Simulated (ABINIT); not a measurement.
# BaLiF3 (Pm-3m): G0W0 in ABINIT against the bands in the screening

Wanted: the cheapest bands in the screening that holds the gap of BaLiF3 (Pm-3m).

Main program and level: ABINIT 10.8.3; LDA and many-body steps on it, plane waves.

Report form: the programs' logs are mostly left out.

**1. The structure**

The structure is cubic, space group Pm-3m (No. 221). Conventional cell: a = 3.989 Å, b = 3.989 Å, c = 3.989 Å, α = 90.00°, β = 90.00°, γ = 90.00°. Ba has 12 F at 2.82 Å nearest. Li has 6 F at 1.99 Å nearest. Nearest to F lie 2 Li at 1.99 Å and 4 Ba at 2.82 Å. Farther neighbours and most contacts between anions are not listed.

As a file:

```cif
data_structure
_symmetry_space_group_name_H-M 'Pm-3m'
_symmetry_Int_Tables_number 221
_cell_length_a 3.9886
_cell_length_b 3.9886
_cell_length_c 3.9886
_cell_angle_alpha 90.000
_cell_angle_beta 90.000
_cell_angle_gamma 90.000
_cell_volume 63.45
loop_
_atom_site_label
_atom_site_type_symbol
_atom_site_symmetry_multiplicity
_atom_site_Wyckoff_symbol
_atom_site_fract_x
_atom_site_fract_y
_atom_site_fract_z
_atom_site_occupancy
Ba1 Ba 1 a 0.00000 0.00000 0.00000 1
Li1 Li 1 b 0.50000 0.50000 0.50000 1
F1 F 3 c 0.00000 0.50000 0.50000 1
```

The cell and positions are those that the Materials Project relaxed with its own functionals (PBE, PBE+U or r2SCAN), kept fixed. Spin-orbit coupling is left out unless a step names it.

**2. Screening, 2×2×2 mesh, 25 bands, screening to 106.1 eV**

This step: ABINIT 10.8.3; RPA screening on LDA, plane waves, norm-conserving pseudopotentials.

The RPA dielectric matrix is built and inverted for each q.

Input file run.abi:

```
acell 3*1.0 Angstrom
rprim 
  3.988581640000 0.000000000000 0.000000000000
  0.000000000000 3.988581640000 0.000000000000
  0.000000000000 0.000000000000 3.988581640000
ntypat 3
znucl 56 3 9
natom 5
typat 1 2 3 3 3
xred 
  0.000000000000 0.000000000000 0.000000000000
  0.500000000000 0.500000000000 0.500000000000
  0.000000000000 0.500000000000 0.500000000000
  0.500000000000 0.500000000000 0.000000000000
  0.500000000000 0.000000000000 0.500000000000
pp_dirpath "pseudos"
pseudos "Ba.upf, Li.upf, F.upf"
ecut 36
ngkpt 2 2 2
nshiftk 1
shiftk 0 0 0
kptopt 1
chksymbreak 0
istwfk *1
occopt 1
irdwfk 1
optdriver 3
nband 25
ecuteps 3.9
inclvkb 2
awtr 1
symchi 1
indata_prefix "in"
outdata_prefix "out"
tmpdata_prefix "tmp"
```

Run with:

```console
$ OMP_NUM_THREADS=1 mpirun -n 4 abinit run.abi > log
```

Run time: 3.7 s. Hardware: 4 MPI ranks of Arm Neoverse V1, shared host; peak memory 0.48 GiB.

Numbers from this step:

```yaml
eps_infinity_with_local_fields_on_this_mesh_along_the_program_s_q_direction: 2.308
the_same_without_local_fields: 2.477
plasma_frequency: 27.18 eV
plane_waves_in_the_screening_matrix: 171
```

Local fields lower ε∞ by 7 %. On a Γ-centred mesh this coarse the value itself is usually too large, while a short band sum pulls it down.

**3. 25 bands**

The self-energy is evaluated for the states that the input lists, and the levels follow from it, in one-shot runs by the linearised quasiparticle equation.

This step: G0W0 on LDA, plane waves, norm-conserving pseudopotentials.

Changes to run.abi since step 2:

```diff
@@ -26,8 +26,15 @@
 irdwfk 1
-optdriver 3
-nband 25
+optdriver 4
+nband 43
+gwcalctyp 0
+ecutsigx 36
+symsigma 1
+nkptgw 1
+kptgw 
+  0.0000000000 0.0000000000 0.0000000000
+bdgw 
+  15 19
 ecuteps 3.9
-inclvkb 2
-awtr 1
-symchi 1
+irdscr 1
+ppmodel 1
 indata_prefix "in"
```

Wall time 3.6 s (4 MPI ranks); peak memory 0.6 GiB; 14 s of CPU time.

This step gave:

| Property | Result |
| --- | --- |
| G0W0 gap on the points computed | 11.23 eV |
| starting gap on the mesh | 6.550 eV |
| k of the valence top | 0, 0, 0 |
| k of the conduction bottom | 0, 0, 0 |
| Z at the valence top | 0.79 |
| Z at the conduction bottom | 0.883 |
| least direct G0W0 gap on the computed points | 11.23 eV |

The gap on the mesh goes from 6.55 eV to 11.23 eV, a correction of +4.68 eV.

**4. Screening, 2×2×2 mesh, 43 bands, screening to 106.1 eV**

This step: RPA screening on LDA, plane waves, norm-conserving pseudopotentials.

Changes to run.abi since step 3:

```diff
@@ -26,15 +26,8 @@
 irdwfk 1
-optdriver 4
+optdriver 3
 nband 43
-gwcalctyp 0
-ecutsigx 36
-symsigma 1
-nkptgw 1
-kptgw 
-  0.0000000000 0.0000000000 0.0000000000
-bdgw 
-  15 19
 ecuteps 3.9
-irdscr 1
-ppmodel 1
+inclvkb 2
+awtr 1
+symchi 1
 indata_prefix "in"
```

Run time: 5.1 s. Hardware: 4 MPI ranks; peak memory 0.47 GiB; 20 s of CPU time.

Numbers from this step:

| Property | Result |
| --- | --- |
| ε∞ with local fields, on this mesh, along the program's q direction | 2.640 |
| the same without local fields | 2.839 |
| plasma frequency | 27.18 eV |
| plane waves in the screening matrix | 171 |

**5. 43 bands**

This step: G0W0 on LDA, plane waves, norm-conserving pseudopotentials.

Changes to run.abi since step 4:

```diff
@@ -26,8 +26,15 @@
 irdwfk 1
-optdriver 3
+optdriver 4
 nband 43
+gwcalctyp 0
+ecutsigx 36
+symsigma 1
+nkptgw 1
+kptgw 
+  0.0000000000 0.0000000000 0.0000000000
+bdgw 
+  15 19
 ecuteps 3.9
-inclvkb 2
-awtr 1
-symchi 1
+irdscr 1
+ppmodel 1
 indata_prefix "in"
```

The job ended after 3.6 s (4 MPI ranks; peak memory 0.6 GiB).

This step gave:

| Quantity | Value |
| --- | --- |
| G0W0 gap on the points computed | 10.21 eV |
| starting gap on the mesh | 6.550 eV |
| k of the valence top | 0, 0, 0 |
| k of the conduction bottom | 0, 0, 0 |
| Z at the valence top | 0.801 |
| Z at the conduction bottom | 0.881 |
| least direct G0W0 gap on the computed points | 10.21 eV |

Against the run before, the gap moves by −1.024 eV.

**6. Screening, 2×2×2 mesh, 77 bands, screening to 106.1 eV**

This step: RPA screening on LDA, plane waves, norm-conserving pseudopotentials.

Changes to run.abi since step 5:

```diff
@@ -26,15 +26,8 @@
 irdwfk 1
-optdriver 4
-nband 43
-gwcalctyp 0
-ecutsigx 36
-symsigma 1
-nkptgw 1
-kptgw 
-  0.0000000000 0.0000000000 0.0000000000
-bdgw 
-  15 19
+optdriver 3
+nband 77
 ecuteps 3.9
-irdscr 1
-ppmodel 1
+inclvkb 2
+awtr 1
+symchi 1
 indata_prefix "in"
```

Elapsed: 7.2 s, on 4 MPI ranks; peak memory 0.58 GiB; 28 s of CPU time.

Numbers from this step:

```
ε∞ with local fields, on this mesh, along the program's q direction : 2.690
the same without local fields                                       : 2.910
plasma frequency                                                    : 27.18 eV
plane waves in the screening matrix                                 : 171
```

**7. 77 bands**

This step: G0W0 on LDA, plane waves, norm-conserving pseudopotentials.

Changes to run.abi since step 6:

```diff
@@ -26,8 +26,15 @@
 irdwfk 1
-optdriver 3
-nband 77
+optdriver 4
+nband 43
+gwcalctyp 0
+ecutsigx 36
+symsigma 1
+nkptgw 1
+kptgw 
+  0.0000000000 0.0000000000 0.0000000000
+bdgw 
+  15 19
 ecuteps 3.9
-inclvkb 2
-awtr 1
-symchi 1
+irdscr 1
+ppmodel 1
 indata_prefix "in"
```

It took 3.6 s on 4 MPI ranks; peak memory 0.6 GiB; 14 s of CPU time.

Numbers from this step:

| Item | Value |
| --- | --- |
| G0W0 gap on the points computed | 9.944 eV |
| starting gap on the mesh | 6.550 eV |
| k of the valence top | 0, 0, 0 |
| k of the conduction bottom | 0, 0, 0 |
| least direct G0W0 gap on the computed points | 9.944 eV |

Against the run before, the gap moves by −0.267 eV.

**8. The runs together**

Times are wall times on 4 MPI ranks of Arm Neoverse V1, shared host, good to a factor of about two. A run's time includes the screening step that it read.

```csv
run,mesh,bands,screening cutoff (eV),DFT gap (eV),gap on the mesh (eV),direct (eV),ε∞ used,time
25 bands,2×2×2,43,106.1,6.550,11.235,11.235,2.31,7.3 s
43 bands,2×2×2,43,106.1,6.550,10.211,10.211,2.64,8.7 s
77 bands,2×2×2,43,106.1,6.550,9.944,9.944,2.69,11 s
```

**9. Outcome**

```
25 bands     : 11.235 eV
43 bands     : 10.211 eV
77 bands     : 9.944 eV
known limits : not at the basis limit; no spin-orbit coupling; coarse k mesh
```

In words: The setting moved: bands in the screening. From 25 bands to 77 bands the gap moves by −1.29 eV. The last step still moves it by −0.267 eV. Bands and screening cutoff are coupled, so a series along one setting does not show full convergence. Bands and cutoff are finite, so the gap is not at the basis limit. The miss can reach some tenths of an eV and take either sign; the mesh is an error of its own. In the first G0W0 run levels were corrected at 1 k point alone, so a gap called «on the mesh» is the least over those, and an edge elsewhere would be missed. The 2×2×2 mesh is coarse for this cell, which bears on the long-range parts of exchange and screening. This is the ideal cubic cell; many perovskites, halides above all, are cubic only on average, and local tilts or off-centring can widen the gap. The many-body steps are scalar-relativistic: spin-orbit coupling is not in them.

[Paths, hosts, dates, memory and timing lines, banners, echoed tables and standing remarks are left out of the program output.]

[Logs are printed without paths, hosts, clocks, repeated set-up lines and the standing remarks that a program may print on its own settings, such as how far it seeks lower states.]

[Runs of the session that timed out or met a known fault of the program may be left out.]

[No measured gap is set beside runs whose start may be inverted or whose files or cutoffs have a known fault.]

[Hosts, paths, dates, database ids (printed as entryN), source tags and the programs' standing remarks are cut or masked in the printed files.]

[G0W0 gaps are taken among the corrected bands and points alone; a level outside them can change the order at an edge.]

[Where Ansatz stands beside ABINIT at settings called matched, ABINIT's density can come from a denser mesh and the files from another edition; pairs whose starting gaps differed by over 0.03 eV were left out, so agreement reads better than it is.]
